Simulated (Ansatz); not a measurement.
# CdH2 (model cell, started as CdI2 type): phonons and vibrational spectra, part 2 of 3

Wanted: phonon frequencies of CdH2 (model cell, started as CdI2 type) and what follows from them.

Ansatz 0.2.0; DFT PBEsol, scalar-relativistic, plane waves, PAW.

So far. Step 5 (Relaxing to small forces for the phonons): The largest force component left is 0.20 meV/Å and the pressure is 0.002 GPa, within the tolerances set. The cell now holds 12.28 Å³/atom. The relaxed cell has a = 3.103, c = 4.416 Å (conventional setting).

The structure was built from a prototype and need not be the compound's stable phase.

### Step 6. Linear response at the zone centre

The zone centre comes first: it holds the modes that light can see, as far as symmetry allows. The response to a homogeneous field gives the Born charges and the dielectric tensor, and its change with displacement the Raman tensors.

The input, input.yaml:

```yaml
crystal:
  lattice:
    - [3.1034231172, 0.0, 0.0]
    - [-1.5517115586, 2.6876432582, 0.0]
    - [0.0, 0.0, 4.4155095098]
  atoms:
    - { symbol: Cd, position: [0.0, 0.0, 0.0] }
    - { symbol: H, position: [0.3333333333, 0.6666666667, 0.2331933751] }
    - { symbol: H, position: [0.6666666667, 0.3333333333, 0.7668066249] }
kpoints:
  mp_grid: { grid: [9, 9, 6] }
hamiltonian:
  xc: pbesol
scf:
  occupations: { method: fixed }
output:
  eigenvalues: true
phonons:
  method: dfpt
  dielectric: true
  rigid_motions: translations
  raman: true
```

Launch:

```bash
ansatz run input.yaml --threads 4 --pin off --max-ram 7168MiB --backend cpu --events-out ev --progress --plain --runs-dir out
```

Numbers of over 12 decimals in the logs are rounded to 6 here.

What it wrote:

```text
[...]
Crystal: 3 atoms, lattice volume = 36.829 Å³
Basis set: ecut = 420 eV, 699 PW (Γ), exchange–correlation on 48×48×60 points (8 copies of the dense FFT grid, shifted against one another)
Bands: 15, of which v1, the nominal top of the filled ones, is band 11 counted from 1 (10 counted from 0)
Symmetry: 12 space group operations
k-points: 140 of 486 (irreducible under 2 space group operations, time reversal used)
[...]
SCF iter   1: F=—  HF=-8214.195422 eV  |F-HF|=—  |Δ(HF+E_count)|=         —  Δρ=9.91e-3  dr2=2.52e-2  ethr=1.77e-3  ⟨swp⟩=4.4  Hψ=8677  notcnv=0  defer=267
[...]
SCF iter   7: F=-8214.187252 eV  HF=-8214.187252 eV  |F-HF|=1.82e-11  |Δ(HF+E_count)|=   4.59e-9  Δρ=2.13e-7  dr2=9.24e-12  ethr=1.00e-12  ⟨swp⟩=6.0  Hψ=11730  notcnv=0
SCF 1 converged in 7 iterations: F = -8214.187252 eV  dr2 = 9.24e-12
[...]
NSCF: frozen V_eff on 4 k-points
DFPT response loops at Γ: preconditioner auto → Resta (q_TF=auto, 2.504 Å⁻¹)  ε∞=7.5 (no band partly filled); β = 1.00, the filter's whole step (`scf.mixing.beta` (0.50) is not read by the response loops at its default; to damp them type it under 1.00, their step now; it binds the ground state too); Broyden in place of MSR1
── the response to a field inside a basis, on 14×14×10 k-points: an SCF that follows is theirs, and a resumed run solves both again ──
Bands: 12, of which v1, the nominal top of the filled ones, is band 11 counted from 1 (10 counted from 0)
k-points: 525 of 1960 (irreducible under 4 space group operations)
[...]
Eigensolver: Dense (525 Hₖ)
SCF iter   1: F=—  HF=-8214.186642 eV  |F-HF|=—  |Δ(HF+E_count)|=         —  Δρ=3.80e-4  dr2=8.74e-6  ethr=1.00e-1
[...]
SCF iter   5: F=-8214.186648 eV  HF=-8214.186648 eV  |F-HF|=9.82e-11  |Δ(HF+E_count)|=   6.85e-9  Δρ=9.49e-7  dr2=9.97e-11  ethr=2.31e-11
SCF 1 converged in 5 iterations: F = -8214.186648 eV  dr2 = 9.97e-11
[...]
WARN: field response: ε∞ stands inside a basis, on 14×14×10 points; the force constants stand on the 9×9×6 k-mesh, whose period is 12.71 times the interband length at k = (0.2222, 0.3333, -0.1667), direct gap 2.795 eV, under 14: take them and everything formed from them as unconverged, and compare with a denser kpoints.mp_grid
SCF converged after 7 iterations
Free energy (F): -8214.187252 eV
[...]
Internal energy: -8214.187252 eV  (E = F + TS)
E sigma→0 (E₀):  -8214.187252 eV
Fermi energy:    6.801969 eV
[...]
--- Band table (eV; the first three rows and the last of 140) ---
  k-point 0: bands = [... 7 lower, -0.7878, -0.7878, -0.7516, 4.4128, 11.4966, 16.8249, 18.2767, 21.2738]
  k-point 1: bands = [... 7 lower, -0.7898, -0.7898, -0.6284, 3.8932, 12.2318, 16.8842, 18.2557, 21.4339]
  k-point 2: bands = [... 7 lower, -0.7938, -0.7938, -0.2986, 2.9176, 13.7404, 16.5828, 18.8548, 21.7991]
  k-point 139: bands = [... 7 lower, -1.0340, -0.6799, 2.4157, 5.7294, 10.6886, 11.1384, 13.6166, 15.0741]
--- Phonons (Γ-DFPT): 4 representative perturbations + reference, on 140 of 486 k-points (Σ response iterations 16) ---
  k mesh reduced under 2 symmetry operations, with k and −k counted as one. Each operation leaves every solved perturbation unchanged. A smaller set is not considered because the run solves the response to a homogeneous field
  ASR residual: 3.765e-5 → 0.000e0 eV/Å²; symmetrization residual: 1.423e-6 eV/Å²
  ASR residual per site (eV/Å²): 3.76e-5 2.78e-5 2.78e-5
  Γ frequencies (cm⁻¹): 0.00 0.00 0.00 345.42 345.42 758.24 840.33 840.33 980.35
  ε∞ (high-frequency dielectric tensor):
        9.541089     0.000000     0.000000
        0.000000     9.541089     0.000000
        0.000000     0.000000     3.959248
  ε⁰ (static dielectric tensor: ions relaxed, cell fixed):
       51.075325    -0.000000    -0.000000
       -0.000000    51.075325     0.000000
       -0.000000     0.000000     4.972288
  ε⁰ − ε∞ (ionic part):
       41.534236    -0.000000    -0.000000
       -0.000000    41.534236     0.000000
       -0.000000     0.000000     1.013040
  softest optical mode at Γ: 345.42 cm⁻¹; the repairs (sum rule, projections) moved no ω² at Γ by more than (3.31 cm⁻¹)²
  Born effective charges Z* (e; rows j = field, columns β = displacement):
    site 0:
         2.71032   -0.00000   -0.00000
         0.00000    2.71032    0.00000
         0.00000   -0.00000    0.92916
    site 1:
        -1.35516    0.00000    0.00000
        -0.00000   -1.35516   -0.00000
        -0.00000    0.00000   -0.46458
    site 2:
        -1.35516    0.00000    0.00000
        -0.00000   -1.35516    0.00000
        -0.00000    0.00000   -0.46458
  Z* charge neutrality: 3.171e-3 e pre-enforcement
  solved inside a basis spanned on kpoints, on 14×14×10 k-points: ε∞ is read to err by 4.3e-2, Z* by 2.5e-2 e (field_mesh: kpoints solves on kpoints); Z* is corrected for what the basis lacks
  Raman tensors (in the event stream and the table raman_tensors.tsv): an entry may err by 2.9e-1 Å², one of the second-order susceptibility by 1.9e-20 pm/V (basis, points and sum rule); their sum over the sites missed zero by 8.882e-16 Å² ahead of its enforcement
  optical modes at Γ without the LO–TO term, one row a degenerate level:
      ω (cm⁻¹)  modes    IR ((D/Å)²/amu)  static Raman (Å⁴/amu)  depolarisation
        345.42      2           171.1447                 0.0000               —
        758.24      1            10.0571                 0.0000               —
        840.33      2             0.0000              2147.0691           0.750
        980.35      1             0.0000               722.7644           0.664
  optical modes at Γ + LO–TO along q̂ = [1.0000, 0.0000, 0.0000]:
      ω (cm⁻¹)  modes    IR ((D/Å)²/amu)  static Raman (Å⁴/amu)  depolarisation
        345.42      1            85.5724                 0.0000               —
        758.24      1            10.0571                 0.0000               —
        799.20      1            85.5724                 0.0000               —
        840.33      2             0.0000              2147.0691           0.750
        980.35      1             0.0000               722.7644           0.664
  optical modes at Γ + LO–TO along q̂ = [0.0000, 1.0000, 0.0000]:
      ω (cm⁻¹)  modes    IR ((D/Å)²/amu)  static Raman (Å⁴/amu)  depolarisation
        345.42      1            85.5724                 0.0000               —
        758.24      1            10.0571                 0.0000               —
        799.20      1            85.5724                 0.0000               —
        840.33      2             0.0000              2147.0691           0.750
        980.35      1             0.0000               722.7644           0.664
  optical modes at Γ + LO–TO along q̂ = [0.0000, 0.0000, 1.0000]:
      ω (cm⁻¹)  modes    IR ((D/Å)²/amu)  static Raman (Å⁴/amu)  depolarisation
        345.42      2           171.1447                 0.0000               —
        840.33      2             0.0000              2147.0691           0.750
        849.72      1            10.0571                 0.0000               —
        980.35      1             0.0000               722.7644           0.664
```

Wall time 2.6 min (4 threads of Intel Xeon 6975P-C (Granite Rapids), shared host); peak memory 2.4 GiB.

This step gave:

```yaml
sum_rule_residual_before_enforcement: 3.76e-5 eV/Å²
miss_of_the_charge_sum_rule: 0.003171 e
estimated_error_of_the_dielectric_tensor: 0.04299
estimated_error_of_the_born_charges: 0.02498 e
point_group: -3m
highest_optical_mode_at_the_zone_centre_no_lo_to_term: 980.4 cm⁻¹
lowest_optical_zone_centre_mode: 345.4 cm⁻¹
mean_high_frequency_dielectric_constant: 7.680
largest_born_charge_third_of_the_trace: 2.117 e
mean_static_dielectric_constant: 35.71
top_of_the_zone_centre_spectrum_with_the_field: 980.4 cm⁻¹
```

Without the LO-TO term. Patterns of degenerate modes are one choice out of their space. Modes at Γ, with each element's share of the kinetic energy:

```
mode  frequency (cm⁻¹)  symmetry  Cd %  H %
   1               0.0  acoustic    98    2
   2               0.0  acoustic    98    2
   3               0.0  acoustic    98    2
   4             345.4        Eu     2   98
   5             345.4        Eu     2   98
   6             758.2       A2u     2   98
   7             840.3        Eg     0  100
   8             840.3        Eg     0  100
   9             980.4       A1g     0  100
```

Displacements in mode 4 (345.4 cm⁻¹), the largest set to 1:
```
Cd1 -0.02  0.00  0.00
H2   1.00  0.00  0.00
H3   1.00  0.00  0.00
```

Displacements in mode 9 (980.4 cm⁻¹), the largest set to 1:
```
Cd1  0.00  0.00  0.00
H2   0.00  0.00 -1.00
H3   0.00  0.00  1.00
```

Optical modes at the zone centre, without and with the macroscopic field of the longitudinal modes; each column is sorted by frequency, so a row need not hold one and the same mode. Modes with and without the field, by row:

```csv
rank among optical modes,no field (cm⁻¹),"q along (1, 0, 0) (cm⁻¹)","q along (0, 0, 1) (cm⁻¹)"
1,345.4,345.4,345.4
2,345.4,758.2,345.4
3,758.2,799.2,840.3
4,840.3,840.3,840.3
5,840.3,840.3,849.7
6,980.4,980.4,980.4
```

Born charge (rows field, columns displacement) (e), principal values of the symmetric part by kind of site:

```csv
atom,atoms with these values,low,middle,high,mean
Cd1,1,0.93,2.71,2.71,2.12
H2,2,-1.36,-1.36,-0.46,-1.06
```

In full for H2:

```
-1.36  0.00  0.00
 0.00 -1.36  0.00
 0.00  0.00 -0.46
```

High-frequency dielectric tensor:

```
9.54 0.00 0.00
0.00 9.54 0.00
0.00 0.00 3.96
```

Static dielectric tensor (ions relaxed, fixed cell):

```
51.08  0.00  0.00
 0.00 51.08  0.00
 0.00  0.00  4.97
```

Transverse modes. Lines of the infrared spectrum (strongest = 100):

| position (cm⁻¹) | label | relative intensity |
| --- | --- | --- |
| 345 | Eu | 100 |
| 758 | A2u | 5.9 |
| 840 | Eg | 0.0 |
| 980 | A1g | 0.0 |

Activity x (w_L - w)^4 (n + 1)/w, 532 nm, 300 K; modes without the macroscopic field alone. Lines of the Raman spectrum (strongest = 100):

| position (cm⁻¹) | label | relative intensity |
| --- | --- | --- |
| 345 | Eu | 0.0 |
| 758 | A2u | 0.0 |
| 840 | Eg | 100 |
| 980 | A1g | 28 |

Before it was imposed, the acoustic sum rule was missed by 3.8e-5 eV/Å² and the charge sum rule by 0.0032 e. Small misses are needed for a sound result but don't prove that mesh and cutoff are converged. The lowest optical mode is real, 345 cm⁻¹.

The log warns of the k mesh: “the force constants stand on the 9×9×6 k-mesh, whose period is 12.71 times the interband length at k = (0.2222, 0.3333, -0.1667), direct gap 2.795 eV, under 14: take them and everything formed from them as unconverged”.

(Part 2 of 3 ends here.)

[Logs are printed without paths, hosts, clocks, repeated set-up lines and the standing remarks that a program may print on its own settings, such as how far it seeks lower states.]

[Hosts, paths, dates, database ids (printed as entryN), source tags and the programs' standing remarks are cut or masked in the printed files.]
